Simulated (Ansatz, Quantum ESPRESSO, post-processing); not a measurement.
# Thickness dependence of 1T-SnO2, part 3 of 7

Aim: screening, gap and ionisation potential of 1T-SnO2 against the number of layers.

Quantum ESPRESSO 7.5; plane-wave DFT, LDA, GBRV ultrasoft pseudopotentials; geometry by Ansatz 0.2.0 with PAW datasets.

So far. Step 3 (Ground state, 1 layer: no field): The run needed 13 iterations to bring the estimated error under 1e-09 Ry; the largest force on any atom, held or free, is 0.59 eV/Å. Step 6 (Electrostatic potential, 1 layer): The slope in the vacuum is 0.100 eV/Å for an applied 0.10 V/Å, as it should be.

## (7) Band structure, 1 layer: no field

A bands run reads the converged density and follows the path given under K_POINTS.

Contents of n1.f0.bands.in:

```
&control
  prefix = 'n1.f0.bands'
  outdir = './out'
  pseudo_dir = './pseudo'
  calculation = 'bands'
  tefield = .true.
  dipfield = .true.
/
&system
  ibrav = 0
  nat = 3
  ntyp = 2
  ecutwfc = 40
  ecutrho = 200
  occupations = 'smearing'
  smearing = 'fd'
  degauss = 0.004
  edir = 3
  emaxpos = 0.97
  eopreg = 0.04
  eamp = 0.0
  nbnd = 17
/
&electrons
  conv_thr = 1e-07
  mixing_beta = 0.4
  electron_maxstep = 120
  mixing_mode = 'local-TF'
/
ATOMIC_SPECIES
  O   15.9990  o_lda_v1.2.uspp.F.UPF
  Sn  118.7100  sn_lda_v1.4.uspp.F.UPF
CELL_PARAMETERS angstrom
  3.22734294890711 0.00000000000000 -0.00000000000000
  -1.61367147445355 2.79496098047814 -0.00000000000000
  -0.00000000000000 -0.00000000000000 18.78885438200000
ATOMIC_POSITIONS crystal
  O   0.666666666667 0.333333333333 0.446160499621
  Sn  0.000000000000 0.000000000000 0.500000011533
  O   0.333333333333 0.666666666667 0.553839488846
K_POINTS crystal_b
4
  0.0000000000 0.0000000000 0.0000000000 12
  0.5000000000 0.0000000000 0.0000000000 12
  0.3333333333 0.3333333333 0.0000000000 12
  0.0000000000 0.0000000000 0.0000000000 1
```

Command:

```
> cp -r out/n1.f0.save out/n1.f0.bands.save
> cp out/n1.f0.xml out/n1.f0.bands.xml
> OMP_NUM_THREADS=1 mpirun -n 4 pw.x -nk 4 -in n1.f0.bands.in > n1.f0.bands.out
```

The log of the run:

```text
[banner, memory and clock lines left out]
Program PWSCF v.7.5 starts

          URL

     Presently no symmetry can be used with electric field

     Atomic positions and unit cell read from directory:
     ./out/n1.f0.bands.save/

     G-vector sticks info

     bravais-lattice index     =            0
     lattice parameter (alat)  =       6.0988  a.u.
     unit-cell volume          =    1143.7149 (a.u.)^3
     number of atoms/cell      =            3
     number of atomic types    =            2
     number of electrons       =        26.00
     number of Kohn-Sham states=           17
     kinetic-energy cutoff     =      40.0000  Ry
     charge density cutoff     =     200.0000  Ry
     Exchange-correlation=  SLA  PZ   NOGX NOGC
                           (   1   1   0   0   0   0   0)

     celldm(1)=   6.098794  celldm(2)=   0.000000  celldm(3)=   0.000000
     celldm(4)=   0.000000  celldm(5)=   0.000000  celldm(6)=   0.000000

     crystal axes: (cart. coord. in units of alat)
               a(1) = (   1.000000   0.000000  -0.000000 )
               a(2) = (  -0.500000   0.866025  -0.000000 )
               a(3) = (  -0.000000  -0.000000   5.821772 )

     reciprocal axes: (cart. coord. in units 2 pi/alat)
               b(1) = (  1.000000  0.577350  0.000000 )
               b(2) = (  0.000000  1.154701  0.000000 )
               b(3) = (  0.000000  0.000000  0.171769 )

     PseudoPot. # 1 for O  read from file:
     ./pseudo/o_lda_v1.2.uspp.F.UPF
     Pseudo is Ultrasoft + core correction, Zval =  6.0
     Generated by new atomic code, or converted to UPF format
     Using radial grid of  737 points,  5 beta functions with:
                l(1) =   0
                l(2) =   0
                l(3) =   1
                l(4) =   1
                l(5) =   2
     Q(r) pseudized with  8 coefficients,  rinner =    0.900   0.900   0.900
                                                       0.900   0.900

     PseudoPot. # 2 for Sn read from file:
     ./pseudo/sn_lda_v1.4.uspp.F.UPF
     Pseudo is Ultrasoft + core correction, Zval = 14.0
     Generated by new atomic code, or converted to UPF format
     Using radial grid of  891 points,  6 beta functions with:
                l(1) =   0
                l(2) =   0
                l(3) =   1
                l(4) =   1
                l(5) =   2
                l(6) =   2
     Q(r) pseudized with  8 coefficients,  rinner =    1.350   1.350   1.350
                                                       1.350   1.350

     atomic species   valence    mass     pseudopotential
     O                 6.00    15.99900     O ( 1.00)
     Sn               14.00   118.71000     Sn( 1.00)

     No symmetry found

   Cartesian axes

     site n.     atom                  positions (alat units)
         1        O      tau(   1) = (   0.5000000   0.2886751   2.5974446  )
         2        Sn     tau(   2) = (   0.0000000   0.0000000   2.9108860  )
         3        O      tau(   3) = (  -0.0000000   0.5773503   3.2243272  )

     number of k points=    37  Fermi-Dirac smearing, width (Ry)=  0.0040
                       cart. coord. in units 2pi/alat
        k(    1) = (   0.0000000   0.0000000   0.0000000), wk =   0.0540541
        k(    2) = (   0.0416667   0.0240563   0.0000000), wk =   0.0540541
        k(    3) = (   0.0833333   0.0481125   0.0000000), wk =   0.0540541
        k(    4) = (   0.1250000   0.0721688   0.0000000), wk =   0.0540541
        k(    5) = (   0.1666667   0.0962250   0.0000000), wk =   0.0540541
        k(    6) = (   0.2083333   0.1202813   0.0000000), wk =   0.0540541
        k(    7) = (   0.2500000   0.1443376   0.0000000), wk =   0.0540541
        k(    8) = (   0.2916667   0.1683938   0.0000000), wk =   0.0540541
        k(    9) = (   0.3333333   0.1924501   0.0000000), wk =   0.0540541
        k(   10) = (   0.3750000   0.2165064   0.0000000), wk =   0.0540541
        k(   11) = (   0.4166667   0.2405626   0.0000000), wk =   0.0540541
        k(   12) = (   0.4583333   0.2646189   0.0000000), wk =   0.0540541
        k(   13) = (   0.5000000   0.2886751   0.0000000), wk =   0.0540541
        k(   14) = (   0.4861111   0.3127314   0.0000000), wk =   0.0540541
        k(   15) = (   0.4722222   0.3367877   0.0000000), wk =   0.0540541
        k(   16) = (   0.4583333   0.3608439   0.0000000), wk =   0.0540541
        k(   17) = (   0.4444444   0.3849002   0.0000000), wk =   0.0540541
        k(   18) = (   0.4305556   0.4089564   0.0000000), wk =   0.0540541
        k(   19) = (   0.4166667   0.4330127   0.0000000), wk =   0.0540541
        k(   20) = (   0.4027778   0.4570690   0.0000000), wk =   0.0540541
        k(   21) = (   0.3888889   0.4811252   0.0000000), wk =   0.0540541
        k(   22) = (   0.3750000   0.5051815   0.0000000), wk =   0.0540541
        k(   23) = (   0.3611111   0.5292377   0.0000000), wk =   0.0540541
        k(   24) = (   0.3472222   0.5532940   0.0000000), wk =   0.0540541
        k(   25) = (   0.3333333   0.5773503   0.0000000), wk =   0.0540541
        k(   26) = (   0.3055556   0.5292377   0.0000000), wk =   0.0540541
        k(   27) = (   0.2777778   0.4811252   0.0000000), wk =   0.0540541
        k(   28) = (   0.2500000   0.4330127   0.0000000), wk =   0.0540541
        k(   29) = (   0.2222222   0.3849002   0.0000000), wk =   0.0540541
        k(   30) = (   0.1944444   0.3367877   0.0000000), wk =   0.0540541
        k(   31) = (   0.1666667   0.2886751   0.0000000), wk =   0.0540541
        k(   32) = (   0.1388889   0.2405626   0.0000000), wk =   0.0540541
        k(   33) = (   0.1111111   0.1924501   0.0000000), wk =   0.0540541
        k(   34) = (   0.0833333   0.1443376   0.0000000), wk =   0.0540541
        k(   35) = (   0.0555556   0.0962250   0.0000000), wk =   0.0540541
        k(   36) = (   0.0277778   0.0481125   0.0000000), wk =   0.0540541
        k(   37) = (   0.0000000   0.0000000   0.0000000), wk =   0.0540541

     Dense  grid:    54681 G-vectors     FFT dimensions: (  27,  27, 160)

     Smooth grid:    39203 G-vectors     FFT dimensions: (  25,  25, 144)

     The potential is recalculated from file :
     ./out/n1.f0.bands.save/charge-density

     negative rho (up, down):  2.396E-04 0.000E+00

     Adding external electric field

     Computed dipole along edir(3) :
        Dipole                0.0000 Ry au,          0.0000 Debye
        Dipole field          0.0000 Ry au,

        Potential amp.       -0.0000 Ry
        Total length         34.0856 bohr

     Starting wfcs are   17 randomized atomic wfcs

     Band Structure Calculation
     Davidson diagonalization with overlap

     ethr =  3.85E-10,  avg # of iterations = 48.9

[...]
-6.2876  -6.2431  -5.8412  -5.7014  -5.4760  -2.4137   0.6484   3.2461
     3.4381

          k = 0.0833 0.0481 0.0000 (  4869 PWs)   bands (ev):

   -24.7272 -24.6126 -24.5475 -24.3729 -24.3574 -22.4960 -20.6304  -8.6835
    -6.5555  -6.3819  -5.9701  -5.6388  -5.3635  -2.1568   0.8336   3.3298
     3.5397

          k = 0.1250 0.0722 0.0000 (  4871 PWs)   bands (ev):

   -24.7225 -24.6480 -24.5299 -24.3872 -24.3574 -22.4318 -20.5105  -8.8795
    -6.9018  -6.5643  -6.0851  -5.5758  -5.2855  -1.7917   1.1058   3.4594
     3.7094

          k = 0.1667 0.0962 0.0000 (  4859 PWs)   bands (ev):

   -24.7874 -24.6244 -24.5087 -24.4011 -24.3556 -22.3401 -20.3617  -9.1568
    -7.2678  -6.7694  -6.1819  -5.5228  -5.2304  -1.3746   1.4170   3.6083
     3.9468

          k = 0.2083 0.1203 0.0000 (  4863 PWs)   bands (ev):

   -24.8801 -24.5805 -24.4876 -24.4126 -24.3495 -22.2216 -20.1982  -9.4986
    -7.6297  -6.9837  -6.2477  -5.4814  -5.1891  -0.9530   1.7077   3.7270
     4.2470

          k = 0.2500 0.1443 0.0000 (  4873 PWs)   bands (ev):

   -24.9779 -24.5384 -24.4708 -24.4181 -24.3368 -22.0792 -20.0343  -9.8748
    -7.9775  -7.1954  -6.2780  -5.4503  -5.1584  -0.5669   1.9182   3.8379
     4.5719

          k = 0.2917 0.1684 0.0000 (  4879 PWs)   bands (ev):

   -25.0716 -24.5107 -24.4608 -24.4105 -24.3171 -21.9191 -19.8830 -10.2519
    -8.3026  -7.3943  -6.2776  -5.4276  -5.1375  -0.2510   2.0318   4.0382
     4.9327

          k = 0.3333 0.1925 0.0000 (  4890 PWs)   bands (ev):

   -25.1552 -24.5024 -24.4565 -24.3875 -24.2932 -21.7514 -19.7553 -10.5997
    -8.5943  -7.5708  -6.2560  -5.4116  -5.1260  -0.0285   2.0935   4.3320
     5.3444

          k = 0.3750 0.2165 0.0000 (  4886 PWs)   bands (ev):

   -25.2244 -24.5044 -24.4557 -24.3602 -24.2697 -21.5903 -19.6583 -10.8937
    -8.8400  -7.7169  -6.2239  -5.4007  -5.1225   0.1008   2.1487   4.6591
     5.7703

          k = 0.4167 0.2406 0.0000 (  4888 PWs)   bands (ev):

   -25.2758 -24.5087 -24.4563 -24.3375 -24.2503 -21.4536 -19.5940 -11.1156
    -9.0272  -7.8261  -6.1917  -5.3938  -5.1243   0.1606   2.2038   4.9538
     6.1482

          k = 0.4583 0.2646 0.0000 (  4904 PWs)   bands (ev):

   -25.3075 -24.5121 -24.4570 -24.3230 -24.2376 -21.3608 -19.5592 -11.2532
    -9.1446  -7.8935  -6.1682  -5.3899  -5.1277   0.1819   2.2447   5.1582
     6.3792

          k = 0.5000 0.2887 0.0000 (  4900 PWs)   bands (ev):

   -25.3182 -24.5134 -24.4574 -24.3181 -24.2332 -21.3278 -19.5485 -11.2998
    -9.1847  -7.9163  -6.1596  -5.3887  -5.1292   0.1866   2.2596   5.2313
     6.4408

          k = 0.4861 0.3127 0.0000 (  4904 PWs)   bands (ev):

   -25.3150 -24.5122 -24.4625 -24.3183 -24.2363 -21.3155 -19.5524 -11.3015
    -9.1770  -7.9320  -6.1768  -5.3913  -5.1248   0.2026   2.2893   5.2291
     6.4446

          k = 0.4722 0.3368 0.0000 (  4904 PWs)   bands (ev):

   -25.3055 -24.5088 -24.4778 -24.3191 -24.2448 -21.2793 -19.5644 -11.3068
    -9.1542  -7.9769  -6.2292  -5.3971  -5.1126   0.2495   2.3770   5.2225
     6.4551

          k = 0.4583 0.3608 0.0000 (  4890 PWs)   bands (ev):

   -25.2898 -24.5036 -24.5031 -24.3205 -24.2572 -21.2208 -19.5845 -11.3158
    -9.1167  -8.0455  -6.3174  -5.4011  -5.0955   0.3236   2.5180   5.2112
     6.4681

          k = 0.4444 0.3849 0.0000 (  4878 PWs)   bands (ev):

   -25.2684 -24.5394 -24.4952 -24.3223 -24.2716 -21.1426 -19.6131 -11.3288
    -9.0651  -8.1302  -6.4400  -5.3988  -5.0771   0.4188   2.7058   5.1949
     6.4700

          k = 0.4306 0.4090 0.0000 (  4892 PWs)   bands (ev):

   -25.2416 -24.5839 -24.4853 -24.3247 -24.2866 -21.0478 -19.6507 -11.3457
    -9.0007  -8.2223  -6.5919  -5.3878  -5.0608   0.5278   2.9323   5.1733
     6.4231

          k = 0.4167 0.4330 0.0000 (  4902 PWs)   bands (ev):

   -25.2099 -24.6351 -24.4735 -24.3276 -24.3016 -20.9397 -19.6976 -11.3664
    -8.9252  -8.3135  -6.7653  -5.3680  -5.0497   0.6421   3.1887   5.1462
     6.2958

          k = 0.4028 0.4571 0.0000 (  4898 PWs)   bands (ev):

   -25.1741 -24.6906 -24.4601 -24.3310 -24.3163 -20.8217 -19.7543 -11.3901
    -8.8410  -8.3963  -6.9508  -5.3405  -5.0456   0.7531   3.4661   5.1136
     6.1192

          k = 0.3889 0.4811 0.0000 (  4896 PWs)   bands (ev):

   -25.1349 -24.7481 -24.4453 -24.3349 -24.3305 -20.6972 -19.8214 -11.4155
    -8.7522  -8.4651  -7.1378  -5.3070  -5.0496   0.8529   3.7550   5.0765
     5.9254

          k = 0.3750 0.5052 0.0000 (  4914 PWs)   bands (ev):

   -25.0931 -24.8055 -24.4294 -24.3444 -24.3391 -20.5694 -19.8991 -11.4406
    -8.6650  -8.5157  -7.3139  -5.2692  -5.0621   0.9353   4.0440   5.0378
     5.7280

          k = 0.3611 0.5292 0.0000 (  4916 PWs)   bands (ev):

   -25.0494 -24.8609 -24.4128 -24.3577 -24.3436 -20.4415 -19.9877 -11.4627
    -8.5902  -8.5458  -7.4635  -5.2289  -5.0830   0.9956   4.3145   5.0084
     5.5325

          k = 0.3472 0.5533 0.0000 (  4920 PWs)   bands (ev):

   -25.0048 -24.9128 -24.3965 -24.3704 -24.3478 -20.3165 -20.0873 -11.4784
    -8.5545  -8.5439  -7.5663  -5.1879  -5.1118   1.0318   4.5217   5.0253
     5.3410

          k = 0.3333 0.5774 0.0000 (  4932 PWs)   bands (ev):

   -24.9600 -24.9600 -24.3824 -24.3824 -24.3500 -20.1974 -20.1974 -11.4844
    -8.5421  -8.5421  -7.6026  -5.1478  -5.1478   1.0437   4.5923   5.1542
     5.1542

          k = 0.3056 0.5292 0.0000 (  4918 PWs)   bands (ev):

   -25.0368 -24.8732 -24.4036 -24.3773 -24.3339 -20.4469 -19.9875 -11.4544
    -8.6539  -8.4591  -7.4839  -5.2370  -5.0762   1.0007   4.4532   4.7938
     5.5876

          k = 0.2778 0.4811 0.0000 (  4908 PWs)   bands (ev):

   -25.0860 -24.7948 -24.4203 -24.3888 -24.3071 -20.7276 -19.8317 -11.3521
    -8.7868  -8.3115  -7.2316  -5.3411  -5.0248   0.8853   4.1788   4.4512
     5.9734

          k = 0.2500 0.4330 0.0000 (  4904 PWs)   bands (ev):

   -25.1049 -24.7292 -24.4315 -24.4020 -24.2879 -21.0263 -19.7443 -11.1675
    -8.8399  -8.1177  -6.9424  -5.4491  -5.0009   0.7133   3.8274   4.1355
     6.2376

          k = 0.2222 0.3849 0.0000 (  4896 PWs)   bands (ev):

   -25.0931 -24.6799 -24.4369 -24.4138 -24.2819 -21.3271 -19.7323 -10.9012
    -8.7778  -7.8971  -6.6589  -5.5486  -5.0070   0.4870   3.4258   3.8715
     5.9234

          k = 0.1944 0.3368 0.0000 (  4886 PWs)   bands (ev):

   -25.0522 -24.6491 -24.4365 -24.4230 -24.2912 -21.6133 -19.7929 -10.5632
    -8.5939  -7.6687  -6.4060  -5.6277  -5.0394   0.1963   2.9971   3.6947
     5.3875

          k = 0.1667 0.2887 0.0000 (  4870 PWs)   bands (ev):

   -24.9860 -24.6371 -24.4312 -24.4311 -24.3135 -21.8705 -19.9147 -10.1721
    -8.2989  -7.4478  -6.2016  -5.6768  -5.0890  -0.1699   2.5564   3.6313
     4.8984

          k = 0.1389 0.2406 0.0000 (  4866 PWs)   bands (ev):

   -24.9006 -24.6417 -24.4464 -24.4214 -24.3387 -22.0883 -20.0792  -9.7548
    -7.9148  -7.2393  -6.0575  -5.6932  -5.1439  -0.6089   2.1123   3.6608
     4.5017

          k = 0.1111 0.1925 0.0000 (  4880 PWs)   bands (ev):

   -24.8048 -24.6594 -24.4762 -24.4085 -24.3535 -22.2618 -20.2640  -9.3478
    -7.4725  -7.0328  -5.9755  -5.6843  -5.1967  -1.0982   1.6745   3.6617
     4.1291

          k = 0.0833 0.1443 0.0000 (  4862 PWs)   bands (ev):

   -24.7104 -24.6871 -24.5121 -24.3934 -24.3577 -22.3909 -20.4447  -8.9950
    -7.0112  -6.8063  -5.9412  -5.6682  -5.2530  -1.5982   1.2627   3.5269
     3.8115

          k = 0.0556 0.0962 0.0000 (  4859 PWs)   bands (ev):

   -24.7185 -24.6315 -24.5408 -24.3771 -24.3577 -22.4789 -20.5973  -8.7347
    -6.5838  -6.5506  -5.9214  -5.6678  -5.3322  -2.0522   0.9119   3.3657
     3.5849

          k = 0.0278 0.0481 0.0000 (  4863 PWs)   bands (ev):

   -24.7435 -24.5803 -24.5576 -24.3627 -24.3570 -22.5296 -20.6997  -8.5826
    -6.3050  -6.2790  -5.8530  -5.6995  -5.4555  -2.3834   0.6699   3.2556
     3.4493

          k = 0.0000 0.0000 0.0000 (  4895 PWs)   bands (ev):

   -24.7530 -24.5630 -24.5630 -24.3567 -24.3567 -22.5461 -20.7358  -8.5336
    -6.1864  -6.1864  -5.7319  -5.7319  -5.5799  -2.5076   0.5827   3.2175
     3.4042

     XML data file, pseudopotentials, collected wavefunctions

                                        0.00s GPU  (     604 calls)
```

It took 8.7 s on 4 MPI ranks of Arm Neoverse V2, shared host; peak memory 0.27 GiB.

This step gave:

| Quantity | Value |
| --- | --- |
| dipole along the normal | 0 e·Å |
| valence top, on the run's zero | -5.001 eV |
| conduction bottom, on the run's zero | -2.508 eV |

Band numbers count within the set of bands kept for display. Electronic bands along the path, in eV, zero at the highest filled level of the SCF mesh; v1 is the highest filled band, c1 the lowest empty one:

```tsv
point	v4	v3	v2	v1	c1	c2
Γ	-1.19	-0.73	-0.73	-0.58	2.49	5.58
halfway	-2.19	-1.28	-0.45	-0.16	4.43	6.92
M	-2.92	-1.16	-0.39	-0.13	5.19	7.26
halfway	-3.31	-1.76	-0.37	-0.05	5.64	8.19
K	-3.54	-2.60	-0.15	-0.15	6.04	9.59
halfway	-2.45	-1.20	-0.68	-0.09	4.83	7.56
Γ	-1.19	-0.73	-0.73	-0.58	2.49	5.58
```

The electronic bands as a text plot (rows in eV, shown from -6.5 to 5.6 only):

```
    5.3 |+              +++++++++++             ++++            +
    4.8 |           ++++                            ++
    4.3 |         ++                                  ++
    3.8 |      +++                                      ++
    3.3 |    ++                                           ++
    2.8 | +++                                               ++++
    2.3 |+                                                      +
    1.8 |
    1.3 |
    0.8 |
    0.3 |
   -0.2 |   **************************************************
   -0.7 |***********                            *****************
   -1.2 |*************************                ********    ***
   -1.7 |   *****                 ***         ****        ****
   -2.2 |      *******               **     **      ********
   -2.7 |        *    *********        *****    ****  ****
   -3.2 |         ****         *******    ******    **
   -3.7 |******       ***          *****************        *****
   -4.2 |      **        **********                     ****
   -4.7 |        ***                                  **
   -5.2 |           **                              **
   -5.7 |             ***                       ****
   -6.2 |                ***********************
         Γ                   M           K                      Γ
```

Along this path the valence top lies between K and Γ and the conduction bottom at Γ.

## (8) Polarisability from the dipole between 0 and 0.1 V/A, 1 layer

Read from the output:

| Quantity | Value |
| --- | --- |
| change of slope in the vacuum | 0.10000 eV/Å |
| polarisability a cell | 2.150 Å³ |
| sheet polarisability 4πα/A | 2.995 Å |

The change of the potential energy, second field less first by z:

```tsv
z (Å)	change of the potential energy, second field less first (eV)
0.0	-0.395
0.5	-0.739
1.0	-0.689
1.5	-0.639
2.0	-0.589
2.5	-0.539
3.0	-0.489
3.5	-0.439
4.0	-0.389
4.5	-0.339
5.0	-0.289
5.5	-0.240
6.0	-0.190
6.5	-0.141
7.0	-0.0944
7.5	-0.0548
8.0	-0.0286
8.5	-0.0132
9.0	-0.00533
9.5	0.00156
10.0	0.00801
10.5	0.0190
11.0	0.0381
11.5	0.0707
12.0	0.114
12.5	0.162
13.0	0.212
13.5	0.261
14.0	0.311
14.5	0.361
15.0	0.411
15.5	0.461
16.0	0.511
16.5	0.561
17.0	0.611
17.5	0.661
18.0	0.711
18.5	0.184
```

[end of part 3 of 7]

[Logs are printed without paths, hosts, clocks, repeated set-up lines and the standing remarks that a program may print on its own settings, such as how far it seeks lower states.]

[Hosts, paths, dates, database ids (printed as entryN), source tags and the programs' standing remarks are cut or masked in the printed files.]

[Maps of the electrostatic potential energy from Ansatz leave out the sawtooth potential of an applied field or a dipole correction, so their vacuum need not be flat; planar profiles and work functions include it.]
